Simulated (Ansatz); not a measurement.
# NdTlTe2 (R-3m): how robust is the cRPA U?

Aim: hold the target of a cRPA run on NdTlTe2 (R-3m) and move one thing at a time.

Calculated with Ansatz 0.2.0; constrained RPA on LDA, plane waves, PAW.

## 1. The structure

The structure is trigonal, space group R-3m (No. 166). Conventional cell: a = 4.581 Å, b = 4.581 Å, c = 24.319 Å, α = 90.00°, β = 90.00°, γ = 120.00°. Nd has 6 Te at 3.20 Å nearest. Tl has 6 Te at 3.48 Å nearest. Nearest to Te lie 3 Nd at 3.20 Å and 3 Tl at 3.48 Å. Farther neighbours and most contacts between anions are not listed.

Structure file:

```cif
data_structure
_symmetry_space_group_name_H-M 'P 1'
_symmetry_Int_Tables_number 1
_cell_length_a 8.5269
_cell_length_b 8.5269
_cell_length_c 8.5269
_cell_angle_alpha 31.164
_cell_angle_beta 31.164
_cell_angle_gamma 31.164
_cell_volume 147.32
loop_
_atom_site_label
_atom_site_type_symbol
_atom_site_fract_x
_atom_site_fract_y
_atom_site_fract_z
_atom_site_occupancy
Nd1 Nd 0.00000 0.00000 0.00000 1
Tl2 Tl 0.50000 0.50000 0.50000 1
Te3 Te 0.74049 0.74049 0.74049 1
Te4 Te 0.25951 0.25951 0.25951 1
```

The cell and positions are those that the Materials Project relaxed with its own functionals (PBE, PBE+U or r2SCAN), kept fixed. Spin-orbit coupling is left out unless a step names it. The default PAW set here is soft_2. Its files were made with PBE.

## 2. Base: Nd f, bands v2 to c5, 4×4×4 mesh, medium accuracy

Constrained RPA screens the interaction with every transition except those inside the target bands, which a later many-body model would treat itself.

Contents of input.yaml:

```yaml
crystal:
  lattice:
    - [3.60049823, 6.83967717, -3.60049823]
    - [6.83967717, 3.60049823, -3.60049823]
    - [3.60049823, 3.60049823, -6.83967717]
  atoms:
    - { symbol: Nd, position: [0.0, 0.0, 0.0] }
    - { symbol: Tl, position: [0.5, 0.5, 0.5] }
    - { symbol: Te, position: [0.74048918, 0.74048918, 0.74048918] }
    - { symbol: Te, position: [0.25951082, 0.25951082, 0.25951082] }
kpoints:
  mp_grid: { grid: [8, 8, 8] }
hamiltonian:
  xc: lda
scf:
  occupations: { method: gaussian, width: 0.08 }
  n_extra_bands: 21
  max_iter: 150
output:
  crpa:
    kmesh: [4, 4, 4]
    target_bands: [v2, c5]
    projections: [{ species: Nd, l: f, shell: 4 }]
  local_orbitals:
    kmesh: [8, 8, 8]
    orbitals: [{ species: Nd, l: f, shell: 4 }]
    window: { bands: [v2, c5] }
    seedname: lo
```

Run with:

```console
$ ansatz run input.yaml --threads 4 --pin off --max-ram 9216MiB --backend cpu --events-out ev --progress --plain --runs-dir out
```

Numbers of over 12 decimals in the logs are rounded to 6 here.

Output:

```text
Nd: projections on atomic orbitals take those of the free atom [Kr 4d10] 4f4 5s2 5p6 5d0 6s2, of charge +0.00 (hamiltonian.pseudopotentials.projection_atoms); the dataset's partial waves leave at most 1.1e-3 of an orbital's norm unspanned inside its sphere
scf.n_extra_bands = 21 over 30 filled bands (N_el = 59.0): the run solves 51 bands
Engine: ansatz 0.2.0, aarch64-unknown-linux-gnu
Pseudopotentials: kind: paw
Pseudopotential: Nd, paw, valence charge 14, recommended cutoff 420 eV (normal), Nd.paw.azcp
Pseudopotential: Tl, paw, valence charge 13, recommended cutoff 420 eV (normal), Tl.paw.azcp
Pseudopotential: Te, paw, valence charge 16, recommended cutoff 420 eV (normal), Te.paw.azcp
Functional definition: SPW92
  exchange = slater_x
  correlation = pw_c
Crystal: 4 atoms, lattice volume = 147.319 Å³
Basis set: ecut = 420 eV, 2907 PW (Γ)
Bands: 51, of which v1, the nominal top of the filled ones, is band 30 counted from 1 (29 counted from 0)
Symmetry: 12 space group operations
Space group: R-3m (ITA 166), of the structure as read, at distance tolerance 5.3e-5 Å
k-points: 65 of 512
Non-local potential: Nd, projectors of the file, l = 0: 3, l = 1: 2, l = 2: 2, l = 3: 3
Non-local potential: Tl, projectors of the file, l = 0: 2, l = 1: 2, l = 2: 2, l = 3: 1
Non-local potential: Te, projectors of the file, l = 0: 2, l = 1: 2, l = 2: 2, l = 3: 2
PAW form: soft (Blöchl's): semilocal exchange-correlation on the pseudo side does not see the compensation charge
PAW frozen core: Nd, regenerated for the run's functional, and the local potential with it (the file was generated under x = pbe(κ = 0.804, μ = 0.219515), c = pbe(β = 0.066725))
PAW frozen core: Tl, regenerated for the run's functional, and the local potential with it (the file was generated under x = pbe(κ = 0.804, μ = 0.219515), c = pbe(β = 0.066725))
PAW frozen core: Te, regenerated for the run's functional, and the local potential with it (the file was generated under x = pbe(κ = 0.804, μ = 0.219515), c = pbe(β = 0.066725))
PAW one-centre angular grid: Nd, 590 points (default); XC on 64 Gauss nodes
PAW one-centre angular grid: Tl, 590 points (default); XC on 64 Gauss nodes
PAW one-centre angular grid: Te, 590 points (default); XC on 64 Gauss nodes
Initial density: superposition of atomic densities (neutral atoms: chi_scale 0, normalization atom), corrected by the library's trained network
Initial wavefunctions: pseudopotential atomic-orbital guess
Functional: x = slater, c = lda
SCF iter   1: F=—  HF=-31946.828904 eV  |F-HF|=—  |Δ(HF+E_count)|=         —  Δρ=5.13e-3  dr2=1.91e-2  ethr=1.77e-3  ⟨swp⟩=6.0  Hψ=14645  notcnv=0  defer=344
[...]
cRPA screening: q 1/64
cRPA screening: q 2/64
cRPA screening: q 8/64 (q-point 3)
cRPA screening: q 11/64 (q-point 6)
cRPA screening: q 17/64 (q-point 7)
cRPA screening: q 29/64 (q-point 8)
cRPA screening: q 35/64 (q-point 11)
cRPA screening: q 38/64 (q-point 22)
cRPA screening: q 40/64 (q-point 23)
cRPA screening: q 46/64 (q-point 24)
cRPA screening: q 52/64 (q-point 27)
cRPA screening: q 58/64 (q-point 28)
cRPA screening: q 64/64 (q-point 43)
SCF converged after 13 iterations
Free energy (F): -31946.821447 eV
Harris-Foulkes:  -31946.821447 eV  (|F-HF|=1.75e-8)
Internal energy: -31946.643477 eV  (E = F + TS)
E sigma→0 (E₀):  -31946.732462 eV
Entropy (-TS):   -0.177970 eV (-44.492 meV/atom)
Fermi energy:    7.934157 eV
--- Per-component energies (eV) ---
  E_band       = -630.861278
  E_kinetic    = 1052.756068
  E_local      = -4715.938783  (includes V_loc(G=0)·N_el)
  E_nonlocal   = -233.739115
  E_hartree    = 2463.334421
  E_xc         = -697.901615
  E_vxc        = -592.811249  (∫ρ·V_xc dr)
  E_paw        = -24504.315253  (= ΣΔE_a)
  E_vpaw       = -1067.797434  (= ΣTr[D̂ρ^β])
  E_aug_tail   = -0.000362  (compensation charges beyond the density's cutoff)
  E_ewald      = -5312.766009
  E_core_change = 1.927171  (= ΣΔE_core)
  E_smearing   = -0.177970  (= −TS)
  E_closure    = -0.000000  (closes the sum)
  Σ components = -31946.821447   (vs F -31946.821447, Δ=0.00e0)
--- Band table (eV; the first three rows and the last of 65) ---
  k-point 0: bands = [... 26 lower, 6.8124, 6.8124, 7.9354, 7.9738, 7.9738, 8.0314, 8.2740, 8.3609, ... 17 higher]
  k-point 1: bands = [... 26 lower, 6.7269, 6.8877, 7.9407, 7.9726, 7.9731, 8.0256, 8.2120, 8.2624, ... 17 higher]
  k-point 2: bands = [... 26 lower, 6.5833, 6.7875, 7.9504, 7.9630, 7.9652, 8.0012, 8.0328, 8.1614, ... 17 higher]
  k-point 64: bands = [... 26 lower, 6.8848, 7.4458, 7.9358, 7.9746, 7.9746, 8.0314, 8.4100, 8.4100, ... 17 higher]
--- cRPA (band scheme, projected local orbitals): target bands 29..35 (1-based), 7 Wannier function(s), 4×4×4 mesh, 70 bands' worth read of 75 solved, ecut_chi 136.0 eV, v(q+G=0) probe_charge, pair densities all_electron ---
  bands read: the sum over 70 bands ends inside a degenerate multiplet in 2 slots, whose members it reads at an even weight; the widest, k=21: bands 70 to 71 (counted from 1) at 1/2 each
  χ-basis size per q: N_G = 521..556
  window electrons = 3.0000, filled by tetrahedron_uncorrected; constrained ε̄⁻¹(q = 0, 0) head = 0.096150; min gauge Gram eig = 0.4161
  Kanamori averages over each shell's own Wannier functions (sites counted from 0, functions from 1):
    Site 0, 4F, 7 of 7 f orbitals (Wannier functions 1, 2, 3, 4, 5, 6, 7; wannier90's mr 1, 2, 3, 4, 5, 6, 7):
      screened: U = 2.7226 eV, U' = 1.7539 eV, J = 0.4797 eV
      screened f-shell averages: U_bar = F0 = 1.8923 eV, J_bar = 0.6181 eV
      screened, to within: U = 2.7e-3 eV, U' = 2.7e-3 eV, J = 7.2e-4 eV
      screened f-shell averages, to within: U_bar = 1.5e-3 eV, J_bar = 9.3e-4 eV
      bare: V = 24.2646 eV, V' = 22.8688 eV, J = 0.6501 eV
      bare f-shell averages: V_bar = F0 = 23.0682 eV, J_bar = 0.8495 eV
  Hermiticity witness max|P − P†| over intra, direct and exchange elements: 1.78e-14 eV (screened), 3.55e-15 eV (bare)
  Reality witness max|Im| over intra, direct and exchange elements: 9.84e-16 eV (screened), 1.45e-18 eV (bare)
```

Run time: 20 min. Hardware: 4 threads of Arm Neoverse V2, shared host; peak memory 1.7 GiB; 77 min of CPU time.

This step gave:

```yaml
u: 2.723 eV
u_prime_inter_orbital: 1.754 eV
j: 0.4797 eV
bare_v: 24.26 eV
bare_j: 0.6501 eV
stated_bound_on_u: 0.002667 eV
u_over_bare_v: 0.1122
electrons_in_the_window: 3.000
head_of_the_constrained_inverse_dielectric_matrix: 0.09615
least_eigenvalue_of_the_projection_s_overlap: 0.4161
target_functions: 7
bands_in_the_sums: 70
r_m_s_miss_of_the_model_bands: 0.002311 eV
width_of_the_target_bands: 0.7211 eV
weight_of_the_projected_orbitals_in_the_window: 0.9327
```

On the Nd f shell, screening brings the on-site interaction from 24.3 eV down to U = 2.72 eV.

## 3. Changed: 2×2×2 mesh

input.yaml, as its differences from that of step 2:

```diff
@@ -20,9 +20,4 @@
   crpa:
-    kmesh: [4, 4, 4]
+    kmesh: [2, 2, 2]
     target_bands: [v2, c5]
     projections: [{ species: Nd, l: f, shell: 4 }]
-  local_orbitals:
-    kmesh: [8, 8, 8]
-    orbitals: [{ species: Nd, l: f, shell: 4 }]
-    window: { bands: [v2, c5] }
-    seedname: lo
```

Output:

```text
[...]
Crystal: 4 atoms, lattice volume = 147.319 Å³
Basis set: ecut = 420 eV, 2907 PW (Γ)
Bands: 51, of which v1, the nominal top of the filled ones, is band 30 counted from 1 (29 counted from 0)
[... 1 set-up line as in the run before ...]
[...]
k-points: 65 of 512
[...]
SCF iter   1: F=—  HF=-31946.828904 eV  |F-HF|=—  |Δ(HF+E_count)|=         —  Δρ=5.13e-3  dr2=1.91e-2  ethr=1.77e-3  ⟨swp⟩=6.0  Hψ=14645  notcnv=0  defer=344
[...]
SCF iter  13: F=-31946.821447 eV  HF=-31946.821447 eV  |F-HF|=1.75e-8  |Δ(HF+E_count)|=   2.37e-8  Δρ=4.62e-6  dr2=1.41e-8  ethr=1.69e-10  ⟨swp⟩=11.2  Hψ=12661  notcnv=0
SCF 1 converged in 13 iterations: F = -31946.821447 eV  dr2 = 1.41e-8
[...]
NSCF: frozen V_eff on 4 k-points
[...]
cRPA screening: q 1/8
cRPA screening: q 2/8
cRPA screening: q 5/8 (q-point 4)
cRPA screening: q 8/8
SCF converged after 13 iterations
Free energy (F): -31946.821447 eV
[...]
Internal energy: -31946.643477 eV  (E = F + TS)
E sigma→0 (E₀):  -31946.732462 eV
Entropy (-TS):   -0.177970 eV (-44.492 meV/atom)
Fermi energy:    7.934157 eV
[...]
--- Band table (eV; the first three rows and the last of 65) ---
  k-point 0: bands = [... 26 lower, 6.8124, 6.8124, 7.9354, 7.9738, 7.9738, 8.0314, 8.2740, 8.3609, ... 17 higher]
  k-point 1: bands = [... 26 lower, 6.7269, 6.8877, 7.9407, 7.9726, 7.9731, 8.0256, 8.2120, 8.2624, ... 17 higher]
  k-point 2: bands = [... 26 lower, 6.5833, 6.7875, 7.9504, 7.9630, 7.9652, 8.0012, 8.0328, 8.1614, ... 17 higher]
  k-point 64: bands = [... 26 lower, 6.8848, 7.4458, 7.9358, 7.9746, 7.9746, 8.0314, 8.4100, 8.4100, ... 17 higher]
[...]
χ-basis size per q: N_G = 524..556
[...]
screened: U = 2.1287 eV, U' = 1.2557 eV, J = 0.4424 eV
      screened f-shell averages: U_bar = F0 = 1.3804 eV, J_bar = 0.5671 eV
      screened, to within: U = 2.8e-3 eV, U' = 2.8e-3 eV, J = 6.8e-4 eV
      screened f-shell averages, to within: U_bar = 1.6e-3 eV, J_bar = 8.7e-4 eV
      bare: V = 23.8557 eV, V' = 22.4872 eV, J = 0.6378 eV
      bare f-shell averages: V_bar = F0 = 22.6827 eV, J_bar = 0.8333 eV
[...]
```

Wall time 81 s (4 threads); peak memory 1.5 GiB; 5.1 min of CPU time.

This step gave:

* U: 2.129 eV
* U prime (inter-orbital): 1.256 eV
* J: 0.4424 eV
* bare V: 23.86 eV
* bare J: 0.6378 eV
* stated bound on U: 0.002730 eV
* U over bare V: 0.08923
* electrons in the window: 3.000
* head of the constrained inverse dielectric matrix: 0.09627
* least eigenvalue of the projection's overlap: 0.4161
* target functions: 7
* bands in the sums: 70
* width of the target bands: 0.7211 eV
* weight of the projected orbitals in the window: 0.9327

On the Nd f shell, screening brings the on-site interaction from 23.9 eV down to U = 2.13 eV.

## 4. Changed: a keyword of another program

input.yaml, as its differences from that of step 3:

```diff
@@ -20,4 +20,5 @@
   crpa:
-    kmesh: [2, 2, 2]
+    kmesh: [4, 4, 4]
     target_bands: [v2, c5]
     projections: [{ species: Nd, l: f, shell: 4 }]
+    NCRPA_BANDS: 1
```

Output:

```text
Error: YAML parse error: error: line 24 column 5: unknown field `NCRPA_BANDS`, expected one of accuracy, bounded_pairs, pair_densities, n_empty_bands, n_guard_bands, ecut_chi, kmesh, target_bands, projections
  --> <input>:24:5
   |
22 |     target_bands: [v2, c5]
23 |     projections: [{ species: Nd, l: f, shell: 4 }]
24 |     NCRPA_BANDS: 1
   |     ^ unknown field `NCRPA_BANDS`, expected one of accuracy, bounded_pairs, pair_densities, n_empty_bands, n_guard_bands, ecut_chi, kmesh, target_bands, projections
```

Elapsed: 0.02 s, on 4 threads; peak memory 0.023 GiB.

The program refused the input before any cycle.

The program's message: “Error: YAML parse error: error: line 24 column 5: unknown field `NCRPA_BANDS`, expected one of accuracy, bounded_pairs, pair_densities, n_empty_bands, n_guard_bands, ecut_chi, kmesh, target_bands, pro …”

The fault put into this input: a keyword of another program.

## 5. Side by side

Times are wall times on 4 threads of Arm Neoverse V2, shared host, good to a factor of about two.

| run | bare V (eV) | U (eV) | J (eV) | bound on U (eV) | width (eV) | time |
| --- | --- | --- | --- | --- | --- | --- |
| target window | 24.26 | 2.723 | 0.480 | 0.0027 | 0.72 | 20 min |
| 2×2×2 mesh | 23.86 | 2.129 | 0.442 | 0.0027 | 0.72 | 81 s |

## 6. Summary of results

```yaml
target_window: U 2.72 eV, J 0.48 eV
2x2x2_mesh: U 2.13 eV, J 0.44 eV
```

2×2×2 mesh moves U by −0.59 eV at 0.068 times the time. The printed bound covers the solver alone, not the mesh, and no denser mesh than the base was run. The parent state is non-magnetic and the interaction static (zero frequency); U depends on the window and the orbitals, so it belongs to this model alone. Spin-orbit coupling, which is strong for atoms this heavy, is left out.

[Paths, hosts, dates, memory and timing lines, banners, echoed tables and standing remarks are left out of the program output.]

[Logs are printed without paths, hosts, clocks, repeated set-up lines and the standing remarks that a program may print on its own settings, such as how far it seeks lower states.]

[Runs of the session that timed out or met a known fault of the program may be left out.]

[Hosts, paths, dates, database ids (printed as entryN), source tags and the programs' standing remarks are cut or masked in the printed files.]
